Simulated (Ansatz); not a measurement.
# Sc on Ir(111): change of the work function, part 2 of 2

How does one ordered layer of Sc (fcc site) change the work function of Ir(111), and what dipole does each adsorbate carry?

Ansatz 0.2.0; plane-wave DFT, PBE-D3(BJ), Ansatz PAW (the session's first sound run).

So far, work function, upper face (eV): step 2 (the clean slab, PBE D3(BJ)) 5.48; step 3 (the covered slab, PBE D3(BJ)) 2.00; step 5 (another level of theory, functional PBEsol) 2.01; step 6 (another level of theory, functional LDA) 2.22.

### Step 7. Another level of theory, functional revpbe

This step: plane-wave DFT, revPBE, Ansatz PAW (Ansatz 0.2.0).

The geometry is kept and the functional is revPBE; other changes against the main runs: no dispersion term, which doesn't act on the electrons.

Contents of input.yaml:

```yaml
crystal:
  lattice:
    - [5.4305800796, 0.0, 0.0]
    - [2.7152900398, 4.7030203062, 0.0]
    - [0.0, 0.0, 27.4606856015]
  atoms:
    - { symbol: Ir, position: [0.0, 0.0, 0.3277412709] }
    - { symbol: Ir, position: [0.1666666667, 0.1666666667, 0.4084757823] }
    - { symbol: Ir, position: [0.3335481906, 0.3335481906, 0.4892735238] }
    - { symbol: Ir, position: [-0.0046313257, -0.0046313257, 0.5698706711] }
    - { symbol: Ir, position: [0.0, 0.5, 0.3277412709] }
    - { symbol: Ir, position: [0.1666666667, 0.6666666667, 0.4084757823] }
    - { symbol: Ir, position: [0.3335481906, 0.8329036187, 0.4892735238] }
    - { symbol: Ir, position: [-0.0046313257, 0.5092626513, 0.5698706711] }
    - { symbol: Ir, position: [0.5, 0.0, 0.3277412709] }
    - { symbol: Ir, position: [0.6666666667, 0.1666666667, 0.4084757823] }
    - { symbol: Ir, position: [0.8329036187, 0.3335481906, 0.4892735238] }
    - { symbol: Ir, position: [0.5092626513, -0.0046313257, 0.5698706711] }
    - { symbol: Ir, position: [0.5, 0.5, 0.3277412709] }
    - { symbol: Ir, position: [0.6666666667, 0.6666666667, 0.4084757823] }
    - { symbol: Ir, position: [0.8333333333, 0.8333333333, 0.4859300492] }
    - { symbol: Ir, position: [0.5, 0.5, 0.5711975988] }
    - { symbol: Sc, position: [0.1666666667, 0.1666666667, 0.6409619432] }
kpoints:
  mp_grid: { grid: [7, 7, 1] }
hamiltonian:
  xc: revpbe
scf:
  occupations: { method: fermi_dirac, width: 0.1 }
  convergence: { dr2_threshold: 1.0e-08 }
efield:
  axis: 3
  dipole_correction: true
  ramp_position: 0.97
  ramp_width: 0.06
output:
  write_potential: true
  write_density: true
  volumetric_format: npy
```

Run with:

```sh
$ ansatz run input.yaml --threads 4 --pin off --max-ram 6144MiB --backend cpu --events-out ev --progress --plain --runs-dir out
```

It took 39 s on 4 threads of Arm Neoverse V2, shared host; peak memory 2.8 GiB; 2.5 min of CPU time.

The work function comes to 1.86 eV, -0.14 eV from the first level.

### Step 8. The series together

Times are for 4 threads of Arm Neoverse V2, shared host. Results by setting:

```csv
no.,functional,"work function, upper face (eV)",dipole along the normal (e·Å),time,memory (GiB)
1,pbesol,2.006,0.5117,39 s,2.8
2,lda,2.222,0.5133,39 s,2.7
3,revpbe,1.863,0.4941,39 s,2.8
```

### Step 9. Varying the input

This step: plane-wave DFT, PBE-D3(BJ), Ansatz PAW (Ansatz 0.2.0).

A run with a changed input: it repeats the earlier run at 0.25 ML with efield.amplitude to 0.2 and efield.dipole_correction from true to false; its output block differs too.

Contents of input.yaml:

```yaml
crystal:
  lattice:
    - [5.4305800796, 0.0, 0.0]
    - [2.7152900398, 4.7030203062, 0.0]
    - [0.0, 0.0, 27.4606856015]
  atoms:
    - { symbol: Ir, position: [0.0, 0.0, 0.3277412709] }
    - { symbol: Ir, position: [0.1666666667, 0.1666666667, 0.4084757823] }
    - { symbol: Ir, position: [0.3333333333, 0.3333333333, 0.4881688213] }
    - { symbol: Ir, position: [0.0, 0.0, 0.5679425968] }
    - { symbol: Ir, position: [0.0, 0.5, 0.3277412709] }
    - { symbol: Ir, position: [0.1666666667, 0.6666666667, 0.4084757823] }
    - { symbol: Ir, position: [0.3333333333, 0.8333333333, 0.4881688213] }
    - { symbol: Ir, position: [0.0, 0.5, 0.5679425968] }
    - { symbol: Ir, position: [0.5, 0.0, 0.3277412709] }
    - { symbol: Ir, position: [0.6666666667, 0.1666666667, 0.4084757823] }
    - { symbol: Ir, position: [0.8333333333, 0.3333333333, 0.4881688213] }
    - { symbol: Ir, position: [0.5, 0.0, 0.5679425968] }
    - { symbol: Ir, position: [0.5, 0.5, 0.3277412709] }
    - { symbol: Ir, position: [0.6666666667, 0.6666666667, 0.4084757823] }
    - { symbol: Ir, position: [0.8333333333, 0.8333333333, 0.4881688213] }
    - { symbol: Ir, position: [0.5, 0.5, 0.5679425968] }
    - { symbol: Sc, position: [0.1666666667, 0.1666666667, 0.6722587291] }
kpoints:
  mp_grid: { grid: [7, 7, 1] }
hamiltonian:
  xc: pbe
  dispersion: d3bj
scf:
  occupations: { method: fermi_dirac, width: 0.1 }
  convergence: { dr2_threshold: 1.0e-08 }
efield:
  axis: 3
  dipole_correction: false
  ramp_position: 0.97
  ramp_width: 0.06
  amplitude: 0.2
relax:
  f_tol: 0.02
  max_steps: 60
  constraints: [{ sites: [0, 1, 4, 5, 8, 9, 12, 13] }]
output:
  bader: true
  dos: { projected: true, e_range: [-8, 4] }
  write_potential: true
  write_density: true
  volumetric_format: npy
```

The job ended after 4.5 min (4 threads; peak memory 3 GiB).

```csv
quantity,this run,earlier run,difference
dipole along the normal (e·Å),1.503,0.4933,1.0
```

The applied field differs between the two, so the dipoles differ in any case.

With the dipole correction off, the periodic images add a field of their own to the typed one.

These numbers are not those of the isolated slab.

### Step 10. A changed input

System of this step: Ir(111). The cell holds 4 atoms: 4 Ir. Its edges and angles: a = 2.715 Å, b = 2.715 Å, c = 24.651 Å, α = 90.0°, β = 90.0°, γ = 60.0°. Vacuum lies along c.

Another changed input: it repeats the earlier run at 0 ML with efield.amplitude to 0.05 and efield.dipole_correction from true to false.

Contents of input.yaml:

```yaml
crystal:
  lattice:
    - [2.7152900398, 0.0, 0.0]
    - [1.3576450199, 2.3515101531, 0.0]
    - [0.0, 0.0, 24.6510751011]
  atoms:
    - { symbol: Ir, position: [0.0, 0.0, 0.3650956383] }
    - { symbol: Ir, position: [0.3333333333, 0.3333333333, 0.4550318794] }
    - { symbol: Ir, position: [0.6666666667, 0.6666666667, 0.5449681206] }
    - { symbol: Ir, position: [0.0, 0.0, 0.6349043617] }
kpoints:
  mp_grid: { grid: [13, 13, 1] }
hamiltonian:
  xc: pbe
  dispersion: d3bj
scf:
  occupations: { method: fermi_dirac, width: 0.1 }
  convergence: { dr2_threshold: 1.0e-08 }
efield:
  axis: 3
  dipole_correction: false
  ramp_position: 0.97
  ramp_width: 0.06
  amplitude: 0.05
relax:
  f_tol: 0.02
  max_steps: 60
  constraints: [{ sites: [0, 1] }]
output:
  write_potential: true
  write_density: true
  volumetric_format: npy
```

It took 9.9 s on 4 threads; peak memory 0.47 GiB.

```csv
quantity,this run,earlier run,difference
dipole along the normal (e·Å),0.03006,5.60e-4,0.029
```

The applied field differs between the two, so the dipoles differ in any case.

With the dipole correction off, the periodic images add a field of their own to the typed one.

These numbers are not those of the isolated slab.

### Step 11. Results

| Property | Result |
| --- | --- |
| work function of the clean face | 5.48 eV |
| work function at 0.25 ML | 2.00 eV |
| dipole per adsorbate at 0.25 ML, positive end outwards | 2.36 D |

What this shows: Sc lowers the work function of Ir(111) at the lowest coverage, by 3.48 eV: the adsorbate layer has its positive end outwards. One coverage alone was completed, so no trend follows. The slab has 4 layers, at the tabulated experimental lattice constant, one starting site was run, and quantum-size effects of a slab this thin can reach one or two tenths of an eV. The main runs have no spin polarisation; a magnetic state could lie lower and would change these results.

[Long decimals in the printed logs are rounded to 6 places.]

[Logs are printed without paths, hosts, clocks, repeated set-up lines and the standing remarks that a program may print on its own settings, such as how far it seeks lower states.]

[Hosts, paths, dates, database ids (printed as entryN), source tags and the programs' standing remarks are cut or masked in the printed files.]

[Maps of the electrostatic potential energy from Ansatz leave out the sawtooth potential of an applied field or a dipole correction, so their vacuum need not be flat; planar profiles and work functions include it.]
